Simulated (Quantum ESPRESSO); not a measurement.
# Magnetic state of Co2Ge from several starts

A self-consistent run ends on one state, which hangs on the start. Several orders of Co2Ge are started in Quantum ESPRESSO and their energies compared.

Program: Quantum ESPRESSO 7.5. Level of theory: LDA; plane waves with GBRV 1.5 LDA potentials, no spin-orbit coupling. Results are calculated unless marked as measured.

## (1) The structure

It takes space group Pnma (No. 62, orthorhombic). The conventional cell has a = 5.020 Å, b = 3.820 Å, c = 7.260 Å, α = 90.00°, β = 90.00°, γ = 90.00°. Nearest to Co lie 5 Ge at 2.35 to 2.68 Å and 5 Co at 2.55 to 2.68 Å. Co has 5 Ge at 2.42 to 2.62 Å and 7 Co at 2.54 to 2.68 Å nearest. Nearest to Ge lie 9 Co at 2.35 to 2.62 Å. Farther neighbours are not listed.

The cell comes from Materials Project 2023-11-01, a database of computed structures, and need not be the stable phase.

## (2) Run 1, typed as ferro ++++++++

The signs are those of the starting moments on the seeded atoms, the atoms that are given a moment.

Contents of pw.in:

```
&CONTROL
  calculation = 'scf'
  prefix = 'pwscf'
  outdir = './tmp'
  pseudo_dir = './pseudo'
  disk_io = 'nowf'
/
&SYSTEM
  ibrav = 0
  celldm(1) = 8
  nat = 12
  ntyp = 2
  ecutwfc = 40
  ecutrho = 280
  nbnd = 124
  occupations = 'smearing'
  smearing = 'fd'
  degauss = 0.00734986
  nspin = 2
  starting_magnetization(1) = 0.1176
  starting_magnetization(2) = 0
/
&ELECTRONS
  conv_thr = 2.4d-08
  electron_maxstep = 150
  mixing_beta = 0.3
/
ATOMIC_SPECIES
Co     58.9332 co_lda_v1.2.uspp.F.UPF
Ge     72.6300 ge_lda_v1.4.uspp.F.UPF
CELL_PARAMETERS alat
   1.1858031432027    0.0000000000000    0.0000000000000
   0.0000000000000    0.9023442245088    0.0000000000000
   0.0000000000000    0.0000000000000    1.7149264580979
ATOMIC_POSITIONS crystal
Co      0.3257579700    0.2500000000    0.9375048800
Co      0.8257579700    0.2500000000    0.5624951200
Co      0.6742420300    0.7500000000    0.0624951200
Co      0.1742420300    0.7500000000    0.4375048800
Co      0.9624690100    0.2500000000    0.2235608800
Co      0.4624690100    0.2500000000    0.2764391200
Co      0.0375309900    0.7500000000    0.7764391200
Co      0.5375309900    0.7500000000    0.7235608800
Ge      0.2963479300    0.2500000000    0.6050455400
Ge      0.7963479300    0.2500000000    0.8949544600
Ge      0.7036520700    0.7500000000    0.3949544600
Ge      0.2036520700    0.7500000000    0.1050455400
K_POINTS automatic
6 8 4 0 0 0
```

Run with:

```console
$ OMP_NUM_THREADS=1 mpirun -n 8 pw.x -nk 8 -in pw.in > pw.out
```

Log:

```text
Program PWSCF v.7.5 starts

     Message from routine setup:
     using ibrav=0 with symmetry is DISCOURAGED, use correct ibrav instead

     K-points division:     npool     =       8
     Subspace diagonalization in iterative solution of the eigenvalue problem:

     G-vector sticks info
     --------------------
     sticks:   dense  smooth     PW     G-vecs:    dense   smooth      PW
     Sum        1525     867    259                74269    32113    5189

     Using Slab Decomposition

     bravais-lattice index     =            0
     lattice parameter (alat)  =       8.0000  a.u.
     unit-cell volume          =     939.5076 (a.u.)^3
     number of atoms/cell      =           12
     number of atomic types    =            2
     number of electrons       =       192.00
     number of Kohn-Sham states=          124
     kinetic-energy cutoff     =      40.0000  Ry
     charge density cutoff     =     280.0000  Ry
     scf convergence threshold =      2.4E-08
     mixing beta               =       0.3000
     number of iterations used =            8  plain     mixing
     Exchange-correlation=  SLA  PZ   NOGX NOGC
                           (   1   1   0   0   0   0   0)

     celldm(1)=   8.000000  celldm(2)=   0.000000  celldm(3)=   0.000000
     celldm(4)=   0.000000  celldm(5)=   0.000000  celldm(6)=   0.000000

     crystal axes: (cart. coord. in units of alat)
               a(1) = (   1.185803   0.000000   0.000000 )
               a(2) = (   0.000000   0.902344   0.000000 )
               a(3) = (   0.000000   0.000000   1.714926 )

     reciprocal axes: (cart. coord. in units 2 pi/alat)
               b(1) = (  0.843310  0.000000  0.000000 )
               b(2) = (  0.000000  1.108225  0.000000 )
               b(3) = (  0.000000  0.000000  0.583115 )

     PseudoPot. # 1 for Co read from file:
     co_lda_v1.2.uspp.F.UPF
     Pseudo is Ultrasoft + core correction, Zval = 17.0
     Generated by new atomic code, or converted to UPF format
     Using radial grid of  863 points,  6 beta functions with:
                l(1) =   0
                l(2) =   0
                l(3) =   1
                l(4) =   1
                l(5) =   2
                l(6) =   2
     Q(r) pseudized with  8 coefficients,  rinner =    1.200   1.200   1.200
                                                       1.200   1.200

     PseudoPot. # 2 for Ge read from file:
     ge_lda_v1.4.uspp.F.UPF
     Pseudo is Ultrasoft + core correction, Zval = 14.0
     Generated by new atomic code, or converted to UPF format
     Using radial grid of  873 points,  6 beta functions with:
                l(1) =   0
                l(2) =   0
                l(3) =   1
                l(4) =   1
                l(5) =   2
                l(6) =   2
     Q(r) pseudized with  8 coefficients,  rinner =    1.400   1.400   1.400
                                                       1.400   1.400

     atomic species   valence    mass     pseudopotential
     Co               17.00    58.93320     Co( 1.00)
     Ge               14.00    72.63000     Ge( 1.00)

     Starting magnetic structure
     atomic species   magnetization
     Co              0.118
     Ge              0.000

      8 Sym. Ops., with inversion, found ( 6 have fractional translation)

   Cartesian axes

     site n.     atom                  positions (alat units)
         1        Co     tau(   1) = (   0.3862848   0.2255861   1.6077519  )
         2        Co     tau(   2) = (   0.9791864   0.2255861   0.9646378  )
         3        Co     tau(   3) = (   0.7995183   0.6767582   0.1071745  )
         4        Co     tau(   4) = (   0.2066167   0.6767582   0.7502887  )
         5        Co     tau(   5) = (   1.1412988   0.2255861   0.3833905  )
         6        Co     tau(   6) = (   0.5483972   0.2255861   0.4740728  )
         7        Co     tau(   7) = (   0.0445044   0.6767582   1.3315360  )
         8        Co     tau(   8) = (   0.6374059   0.6767582   1.2408537  )
         9        Ge     tau(   9) = (   0.3514103   0.2255861   1.0376086  )
        10        Ge     tau(  10) = (   0.9443119   0.2255861   1.5347811  )
        11        Ge     tau(  11) = (   0.8343928   0.6767582   0.6773179  )
        12        Ge     tau(  12) = (   0.2414913   0.6767582   0.1801454  )

     number of k points=    60  Fermi-Dirac smearing, width (Ry)=  0.0073
                       cart. coord. in units 2pi/alat
        k(    1) = (   0.0000000   0.0000000   0.0000000), wk =   0.0052083
        k(    2) = (   0.0000000   0.0000000   0.1457788), wk =   0.0104167
        k(    3) = (   0.0000000   0.0000000  -0.2915577), wk =   0.0052083
        k(    4) = (   0.0000000   0.1385281   0.0000000), wk =   0.0104167
        k(    5) = (   0.0000000   0.1385281   0.1457788), wk =   0.0208333
        [... 55 further k-points ...]

     Dense  grid:    74269 G-vectors     FFT dimensions: (  54,  40,  80)

     Smooth grid:    32113 G-vectors     FFT dimensions: (  40,  30,  60)

     Check: negative core charge=   -0.000036
     Generating pointlists ...
     new r_m :   0.2286 (alat units)  1.8287 (a.u.) for type    1
     new r_m :   0.2286 (alat units)  1.8287 (a.u.) for type    2

     Initial potential from superposition of free atoms

     starting charge     183.9971, renormalised to     192.0000
     Starting wfcs are  140 randomized atomic wfcs

     Self-consistent Calculation

     iteration #  1     ecut=    40.00 Ry     beta= 0.30
     Davidson diagonalization with overlap
     ethr =  1.00E-02,  avg # of iterations =  3.2

     total energy              =   -3228.21022266 Ry
     estimated scf accuracy    <      42.21117617 Ry

     total magnetization       =     8.02 Bohr mag/cell
     absolute magnetization    =     9.16 Bohr mag/cell

     iteration #  2     ecut=    40.00 Ry     beta= 0.30
     Davidson diagonalization with overlap
     ethr =  1.00E-02,  avg # of iterations =  2.7

     total energy              =   -3236.10482265 Ry
     estimated scf accuracy    <      23.52433145 Ry

     total magnetization       =     2.89 Bohr mag/cell
     absolute magnetization    =     4.49 Bohr mag/cell

     iteration #  3     ecut=    40.00 Ry     beta= 0.30
     Davidson diagonalization with overlap
     ethr =  1.00E-02,  avg # of iterations =  1.5

     total energy              =   -3238.90023494 Ry
     estimated scf accuracy    <       1.40733703 Ry

     total magnetization       =     7.65 Bohr mag/cell
     absolute magnetization    =     8.96 Bohr mag/cell

     [... further iterations left out ...]

     iteration # 17     ecut=    40.00 Ry     beta= 0.30
     Davidson diagonalization with overlap
     ethr =  2.45E-09,  avg # of iterations =  2.7

     total energy              =   -3239.25469224 Ry
     estimated scf accuracy    <       0.00000071 Ry

     total magnetization       =     3.58 Bohr mag/cell
     absolute magnetization    =     4.18 Bohr mag/cell

     iteration # 18     ecut=    40.00 Ry     beta= 0.30
     Davidson diagonalization with overlap
     ethr =  3.70E-10,  avg # of iterations =  2.1

     total energy              =   -3239.25469445 Ry
     estimated scf accuracy    <       0.00000016 Ry

     total magnetization       =     3.60 Bohr mag/cell
     absolute magnetization    =     4.20 Bohr mag/cell

     iteration # 19     ecut=    40.00 Ry     beta= 0.30
     Davidson diagonalization with overlap
     ethr =  8.10E-11,  avg # of iterations =  2.0

     total energy              =   -3239.25469463 Ry
     estimated scf accuracy    <       0.00000003 Ry

     total magnetization       =     3.61 Bohr mag/cell
     absolute magnetization    =     4.21 Bohr mag/cell

     iteration # 20     ecut=    40.00 Ry     beta= 0.30
     Davidson diagonalization with overlap
     ethr =  1.40E-11,  avg # of iterations =  2.1

     Magnetic moment per site  (integrated on atomic sphere of radius R)
     atom   1 (R=0.229)  charge= 15.3747  magn=  0.3703
     atom   2 (R=0.229)  charge= 15.3747  magn=  0.3703
     atom   3 (R=0.229)  charge= 15.3747  magn=  0.3703
     atom   4 (R=0.229)  charge= 15.3747  magn=  0.3703
     atom   5 (R=0.229)  charge= 15.3189  magn=  0.5988
     atom   6 (R=0.229)  charge= 15.3189  magn=  0.5988
     atom   7 (R=0.229)  charge= 15.3189  magn=  0.5988
     atom   8 (R=0.229)  charge= 15.3189  magn=  0.5988
     atom   9 (R=0.229)  charge= 11.6562  magn= -0.0226
     atom  10 (R=0.229)  charge= 11.6562  magn= -0.0226
     atom  11 (R=0.229)  charge= 11.6562  magn= -0.0226
     atom  12 (R=0.229)  charge= 11.6562  magn= -0.0226

     End of self-consistent calculation

     Number of k-points >= 100: set verbosity='high' to print the bands.

     the Fermi energy is    17.3587 ev

!    total energy              =   -3239.25469464 Ry
     estimated scf accuracy    <          6.2E-09 Ry
     smearing contrib. (-TS)   =      -0.03263058 Ry
     internal energy E=F+TS    =   -3239.22206406 Ry

     The total energy is F=E-TS. E is the sum of the following terms:
     one-electron contribution =   -1653.31026555 Ry
     hartree contribution      =     981.19866414 Ry
     xc contribution           =    -487.95842087 Ry
     ewald contribution        =   -2079.15204178 Ry

     total magnetization       =     3.61 Bohr mag/cell
     absolute magnetization    =     4.21 Bohr mag/cell

     convergence has been achieved in  20 iterations

=------------------------------------------------------------------------------=
   JOB DONE.
=------------------------------------------------------------------------------=
```

It took 11 min on 8 MPI ranks of Arm Neoverse N1, shared host; peak memory 2.1 GiB; 87 min of CPU time.

Spin moment in the atom's sphere by atom:

```csv
atom,spin moment in the atom's sphere (μB)
Co1,0.370
Co2,0.370
Co3,0.370
Co4,0.370
Co5,0.599
Co6,0.599
Co7,0.599
Co8,0.599
Ge9,-0.023
Ge10,-0.023
Ge11,-0.023
Ge12,-0.023
```

This step gave:

```yaml
smearing_term_ts: 0.4440 eV
magnetization: 3.607 μB
absolute_magnetization: 4.209 μB
final_state: ferromagnetic
```

[end of part 1 of 2]

[Logs and program files are shortened in this print: banners, set-up blocks, solver, clock and traceback lines can be left out without a mark of their own.]

[Logs are printed without paths, hosts, clocks, repeated set-up lines and the standing remarks that a program may print on its own settings, such as how far it seeks lower states.]

[Hosts, paths, dates, database ids (printed as entryN), source tags and the programs' standing remarks are cut or masked in the printed files.]

[Where a cell is said to come from a database of computed structures, the database is the Materials Project.]
